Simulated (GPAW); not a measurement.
# Optical response of BN (Qingsongite)

Wanted: where BN (Qingsongite) starts to absorb, how strongly, and its refractive index.

Program: GPAW 26.7.0. Level of theory: DFT, LDA, plane-wave PAW (GPAW data sets), scalar-relativistic, RPA, optical limit. Results are calculated unless marked as measured.

This is a report of a sequence of runs, with most program output left out.

## (1) The structure

It takes space group F-43m (No. 216, cubic). The conventional cell has a = 3.615 Å, b = 3.615 Å, c = 3.615 Å, α = 90.00°, β = 90.00°, γ = 90.00°. Nearest to N lie 4 B at 1.57 Å. Nearest to B lie 4 N at 1.57 Å. Farther neighbours and most contacts between anions are not listed.

Structure file:

```
N B
1.0
     0.00000    1.80750    1.80750
     1.80750    0.00000    1.80750
     1.80750    1.80750    0.00000
N B
1 1
Direct
  0.75000 0.75000 0.75000
  0.00000 0.00000 0.00000
```

## (2) Ground state

First the ground state: is it a metal or has it a gap?

This step: DFT, LDA, plane-wave PAW (GPAW data sets), scalar-relativistic, ground state (GPAW 26.7.0).

Input file gs.py:

```python
from ase import Atoms
from ase.dft.bandgap import bandgap
from gpaw import GPAW, PW, FermiDirac

atoms = Atoms(['N', 'B'],
              cell=[[0.000000000000, 1.807500000000, 1.807500000000],
                    [1.807500000000, 0.000000000000, 1.807500000000],
                    [1.807500000000, 1.807500000000, 0.000000000000]],
              scaled_positions=[[0.750000000000, 0.750000000000, 0.750000000000],
                                [0.000000000000, 0.000000000000, 0.000000000000]],
              pbc=[True, True, True])
atoms.calc = GPAW(mode=PW(500), xc='LDA', kpts={'size': (11, 11, 11), 'gamma': True},
                  occupations=FermiDirac(0.05), maxiter=150, txt='gs.txt')
print('energy (eV)', atoms.get_potential_energy())
print('Fermi level (eV)', atoms.calc.get_fermi_level())
print('valence electrons', atoms.calc.get_number_of_electrons())
print('gap (eV)', bandgap(atoms.calc, output=None)[0])
print('direct gap (eV)', bandgap(atoms.calc, direct=True, output=None)[0])
atoms.calc.write('gs.gpw')
```

Run with:

```
> OMP_NUM_THREADS=1 python gs.py
```

Elapsed: 3.6 s, on 1 thread of Intel Xeon 6975P-C (Granite Rapids), shared host; peak memory 0.12 GiB.

Read-outs, printed or worked out from the files:

```
energy                 : -18.83 eV
Fermi energy           : 12.08 eV
gap on the k-mesh      : 4.390 eV
direct gap on the mesh : 8.657 eV
electrons              : 8
```

There is a gap, 4.39 eV on this mesh (points off the mesh can give less), so no carriers' term is needed.

## (3) Bands for the response

At the fixed density, many empty bands are solved on the mesh of the response, since the spectrum sums over them.

This step: DFT, LDA, plane-wave PAW (GPAW data sets), scalar-relativistic, bands at fixed density (GPAW 26.7.0).

Input file nscf.py:

```python
from ase.dft.bandgap import bandgap
from gpaw import GPAW, FermiDirac

calc = GPAW('gs.gpw').fixed_density(kpts={'size': (24, 24, 24), 'gamma': True}, nbands=20, convergence={'bands': 14},
                                    occupations=FermiDirac(0.001), txt='nscf.txt')
print('gap (eV)', bandgap(calc, output=None)[0])
print('direct gap (eV)', bandgap(calc, direct=True, output=None)[0])
print('top band over the Fermi level (eV)', min(calc.get_eigenvalues(kpt=k)[13] for k in range(len(calc.get_ibz_k_points()))) - calc.get_fermi_level())
calc.write('full.gpw', mode='all')
```

Run with:

```
> OMP_NUM_THREADS=1 python nscf.py
```

Elapsed: 24 s, on 1 thread; peak memory 0.19 GiB.

Read-outs, printed or worked out from the files:

* gap on the k-mesh: 4.285 eV

## (4) Dielectric function, RPA

Transitions between filled and empty bands, summed over the zone, give the optical response, so mesh, band count and broadening shape it.

The induced potential is part of this response.

This step: DFT, LDA, plane-wave PAW (GPAW data sets), scalar-relativistic, RPA, optical limit (GPAW 26.7.0).

Input file df.py:

```python
from gpaw.response.df import DielectricFunction

df = DielectricFunction('full.gpw', frequencies={'type': 'nonlinear', 'domega0': 0.03, 'omega2': 8},
                        ecut=50,
                        eta=0.15,
                        nbands=14,
                        txt='df.txt')
for direction in ['x']:
    df.get_dielectric_function(xc='RPA', direction=direction, filename=f'df_{direction}.csv')
```

Run with:

```
> OMP_NUM_THREADS=1 python df.py
```

The job ended after 4.7 s (1 thread; peak memory 0.22 GiB).

Read-outs, printed or worked out from the files:

| Item | Value |
| --- | --- |
| electronic dielectric constant ε∞, mean over x, y and z (by symmetry where fewer were run) | 4.580 |
| main peak of Im epsilon, first axis | 11.99 eV |

Values under the direct gap are tails of Lorentzian lines. Table of Im ε, E ∥ x by photon energy; read off at these points:

photon energy (eV), Im ε, E ∥ x and a bar:
```
      0.0        0.0 
      0.5        0.0 
      1.0        0.0 
      1.5        0.0 
      2.0        0.0 
      2.5        0.0 
      3.0        0.0 
      3.5        0.0 
      4.0        0.0 
      4.5        0.0 
      5.0        0.1 
      5.5        0.1 
      6.0        0.1 
      6.5        0.1 
      7.0        0.1 
      7.5        0.2 
      8.0        0.3 #
      8.5        0.7 #
      9.0        2.4 #####
      9.5        5.0 ###########
     10.0        7.0 ###############
     10.5        7.9 #################
     11.0        9.5 ####################
     11.5       12.3 ##########################
     12.0       14.2 ##############################
     12.5       11.2 ########################
     13.0        8.1 #################
     13.5        6.3 #############
     14.0        5.7 ############
     14.5        6.5 ##############
     15.0        5.2 ###########
     15.5        4.7 ##########
     16.0        4.3 #########
     16.5        3.2 #######
     17.0        2.7 ######
     17.5        2.7 ######
     18.0        2.1 ####
     18.5        1.6 ###
     19.0        1.6 ###
     19.5        1.3 ###
```

The Re ε, E ∥ x by photon energy:

| photon energy (eV) | Re ε, E ∥ x |
| --- | --- |
| 0.0 | 4.58 |
| 0.5 | 4.59 |
| 1.0 | 4.60 |
| 1.5 | 4.63 |
| 2.0 | 4.68 |
| 2.5 | 4.73 |
| 3.0 | 4.80 |
| 3.5 | 4.89 |
| 4.0 | 5.00 |
| 4.5 | 5.14 |
| 5.0 | 5.30 |
| 5.5 | 5.50 |
| 6.0 | 5.74 |
| 6.5 | 6.05 |
| 7.0 | 6.45 |
| 7.5 | 6.99 |
| 8.0 | 7.78 |
| 8.5 | 9.12 |
| 9.0 | 10.5 |
| 9.5 | 11.1 |
| 10.0 | 9.47 |
| 10.5 | 8.72 |
| 11.0 | 8.46 |
| 11.5 | 6.88 |
| 12.0 | 1.97 |
| 12.5 | -2.46 |
| 13.0 | -1.75 |
| 13.5 | -2.70 |
| 14.0 | -0.807 |
| 14.5 | -1.54 |
| 15.0 | -2.20 |
| 15.5 | -2.39 |
| 16.0 | -2.20 |
| 16.5 | -2.67 |
| 17.0 | -2.00 |
| 17.5 | -1.91 |
| 18.0 | -2.07 |
| 18.5 | -1.70 |
| 19.0 | -1.35 |
| 19.5 | -1.29 |

Values under the direct gap are tails of Lorentzian lines. Table of Im ε, E ∥ x by photon energy; read off at these points:

| photon energy (eV) | without local fields | with local fields |
| --- | --- | --- |
| 0.0 | 0 | 0 |
| 0.5 | 0.00376 | 0.00350 |
| 1.0 | 0.00760 | 0.00707 |
| 1.5 | 0.0116 | 0.0108 |
| 2.0 | 0.0159 | 0.0148 |
| 2.5 | 0.0207 | 0.0192 |
| 3.0 | 0.0260 | 0.0241 |
| 3.5 | 0.0320 | 0.0297 |
| 4.0 | 0.0391 | 0.0363 |
| 4.5 | 0.0477 | 0.0442 |
| 5.0 | 0.0583 | 0.0539 |
| 5.5 | 0.0717 | 0.0662 |
| 6.0 | 0.0896 | 0.0825 |
| 6.5 | 0.114 | 0.105 |
| 7.0 | 0.151 | 0.138 |
| 7.5 | 0.211 | 0.192 |
| 8.0 | 0.330 | 0.299 |
| 8.5 | 0.756 | 0.674 |
| 9.0 | 2.72 | 2.40 |
| 9.5 | 5.59 | 4.97 |
| 10.0 | 7.77 | 7.00 |
| 10.5 | 8.64 | 7.88 |
| 11.0 | 10.5 | 9.55 |
| 11.5 | 13.6 | 12.3 |
| 12.0 | 15.4 | 14.2 |
| 12.5 | 11.6 | 11.2 |
| 13.0 | 8.37 | 8.06 |
| 13.5 | 6.34 | 6.32 |
| 14.0 | 5.96 | 5.68 |
| 14.5 | 6.80 | 6.52 |
| 15.0 | 5.32 | 5.24 |
| 15.5 | 4.58 | 4.74 |
| 16.0 | 4.18 | 4.31 |
| 16.5 | 3.06 | 3.25 |
| 17.0 | 2.59 | 2.70 |
| 17.5 | 2.57 | 2.67 |
| 18.0 | 1.96 | 2.08 |
| 18.5 | 1.51 | 1.59 |
| 19.0 | 1.56 | 1.64 |
| 19.5 | 1.24 | 1.32 |

The refractive index n and extinction k by photon energy:

| photon energy (eV) | n | k |
| --- | --- | --- |
| 0.0 | 2.14 | 0 |
| 0.5 | 2.14 | 8.2e-4 |
| 1.0 | 2.15 | 0.00165 |
| 1.5 | 2.15 | 0.00251 |
| 2.0 | 2.16 | 0.00343 |
| 2.5 | 2.18 | 0.00441 |
| 3.0 | 2.19 | 0.00550 |
| 3.5 | 2.21 | 0.00672 |
| 4.0 | 2.24 | 0.00811 |
| 4.5 | 2.27 | 0.00974 |
| 5.0 | 2.30 | 0.0117 |
| 5.5 | 2.34 | 0.0141 |
| 6.0 | 2.40 | 0.0172 |
| 6.5 | 2.46 | 0.0213 |
| 7.0 | 2.54 | 0.0272 |
| 7.5 | 2.64 | 0.0363 |
| 8.0 | 2.79 | 0.0535 |
| 8.5 | 3.02 | 0.111 |
| 9.0 | 3.26 | 0.369 |
| 9.5 | 3.42 | 0.727 |
| 10.0 | 3.26 | 1.07 |
| 10.5 | 3.20 | 1.23 |
| 11.0 | 3.26 | 1.47 |
| 11.5 | 3.24 | 1.90 |
| 12.0 | 2.85 | 2.48 |
| 12.5 | 2.12 | 2.64 |
| 13.0 | 1.80 | 2.24 |
| 13.5 | 1.44 | 2.19 |
| 14.0 | 1.57 | 1.81 |
| 14.5 | 1.61 | 2.03 |
| 15.0 | 1.32 | 1.99 |
| 15.5 | 1.21 | 1.96 |
| 16.0 | 1.15 | 1.88 |
| 16.5 | 0.876 | 1.85 |
| 17.0 | 0.824 | 1.64 |
| 17.5 | 0.828 | 1.61 |
| 18.0 | 0.658 | 1.58 |
| 18.5 | 0.560 | 1.42 |
| 19.0 | 0.623 | 1.32 |
| 19.5 | 0.525 | 1.25 |

Values under the direct gap are tails of Lorentzian lines. The loss function −Im 1/ε at q → 0, E ∥ x by energy loss; read off at these points:

| energy loss (eV) | loss function −Im 1/ε at q → 0, E ∥ x |
| --- | --- |
| 0.0 | 0 |
| 0.5 | 1.7e-4 |
| 1.0 | 3.3e-4 |
| 1.5 | 5.0e-4 |
| 2.0 | 6.8e-4 |
| 2.5 | 8.6e-4 |
| 3.0 | 0.00104 |
| 3.5 | 0.00124 |
| 4.0 | 0.00145 |
| 4.5 | 0.00167 |
| 5.0 | 0.00192 |
| 5.5 | 0.00219 |
| 6.0 | 0.00250 |
| 6.5 | 0.00286 |
| 7.0 | 0.00331 |
| 7.5 | 0.00392 |
| 8.0 | 0.00493 |
| 8.5 | 0.00804 |
| 9.0 | 0.0208 |
| 9.5 | 0.0333 |
| 10.0 | 0.0505 |
| 10.5 | 0.0570 |
| 11.0 | 0.0586 |
| 11.5 | 0.0620 |
| 12.0 | 0.0692 |
| 12.5 | 0.0852 |
| 13.0 | 0.118 |
| 13.5 | 0.134 |
| 14.0 | 0.173 |
| 14.5 | 0.145 |
| 15.0 | 0.162 |
| 15.5 | 0.168 |
| 16.0 | 0.184 |
| 16.5 | 0.184 |
| 17.0 | 0.239 |
| 17.5 | 0.248 |
| 18.0 | 0.241 |
| 18.5 | 0.294 |
| 19.0 | 0.364 |
| 19.5 | 0.387 |

At chosen wavelengths:

| wavelength (nm) | n | k | R (%) | 1/α |
| --- | --- | --- | --- | --- |
| 1064 | 2.15 | 0.002 | 13.3 | 44 µm |
| 800 | 2.15 | 0.003 | 13.4 | 24 µm |
| 532 | 2.17 | 0.004 | 13.6 | 10 µm |
| 450 | 2.18 | 0.005 | 13.8 | 7.2 µm |
| 405 | 2.19 | 0.006 | 14.0 | 5.7 µm |
| 248 | 2.30 | 0.012 | 15.5 | 1.7 µm |
| 193 | 2.45 | 0.021 | 17.7 | 745 nm |

Below the direct gap, k and the depth come from the tails of the Lorentzian lines, not from transitions.

Rows near the edge hang on the gap, which this functional as a rule makes too small, and phonon-assisted absorption is left out.

## (5) Results

* electronic dielectric constant ε∞, mean over x, y and z (by symmetry where fewer were run) (RPA): 4.58
* main peak of Im epsilon, first axis: 12.0 eV

At this level (LDA, RPA) BN has ε∞ = 4.58 and n = 2.14 at 1550 nm, and Im ε peaks at 12.0 eV. On the mesh the gap is 4.29 eV and the least direct gap 8.66 eV, so on this mesh the band edges lie at different points. Local fields change the static value along x from 4.76 to 4.58 (-4 %). Distinct maxima of Im ε, read by a parabola through the highest points, lie at 11.99 eV (14) and 14.49 eV (6.5). Excitons and phonon-assisted transitions are missing; LDA gaps are as a rule too small, which pulls the onset down and ε∞ up. The sum runs over mesh points, so small or evenly spaced maxima can still be ripples of the mesh.

[Machine, clock and banner lines and Python warnings are left out of the logs.]

[Logs are printed without paths, hosts, clocks, repeated set-up lines and the standing remarks that a program may print on its own settings, such as how far it seeks lower states.]

[Hosts, paths, dates, database ids (printed as entryN), source tags and the programs' standing remarks are cut or masked in the printed files.]
